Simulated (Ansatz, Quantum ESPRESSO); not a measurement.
# Bi2Se3 quintuple layer, 1 layer against a metal electrode: the electrode's level over the Fermi level at a withheld member of a series

How the rows were computed: Quantum ESPRESSO 7.5, PBE, GBRV ultrasoft. The slab is relaxed neutral under PBE-D3(BJ), then held. ESM with bc3: vacuum below and a metal electrode about 6 Å above the top atoms. Fermi-Dirac smearing of 0.004 Ry and a dense mesh. Charges are set per cell from the starting area. The series steps the charge of the slab (positive: electrons removed).

| charge of the slab | electrode's level over the Fermi level (eV) |
| --- | --- |
| 1 ×10¹³ e/cm² | 6.726 |
| 2 ×10¹³ e/cm² | 7.717 |
| 3 ×10¹³ e/cm² | 8.692 |
| 4.5 ×10¹³ e/cm² | 10.152 |
| 6 ×10¹³ e/cm² | 11.610 |
| 7 ×10¹³ e/cm² | 12.583 |

To predict: What is the electrode's level over the Fermi level at 8 ×10¹³ e/cm²?

By hand: The rows at 6 ×10¹³ e/cm² and 7 ×10¹³ e/cm² give a slope of (12.583 − (11.610))/(7 − (6)) = 0.973, so a straight line gives 13.556 eV. A parabola through these and the row at 4.5 ×10¹³ e/cm² gives 13.557 eV.

What the calculation gave: 13.556 eV. The line misses by 0.000 and the parabola by +0.001 eV. Both misses are under 5 % of the step from the nearer row.

Caveats: Vacuum fills the gap; ions don't answer the charge; added electrons can spill towards the electrode at the most negative charges. Charges count on the starting cell, which the relaxation changed by some per cent. Members without a usable value, or on the other side of zero field or charge, are not listed.
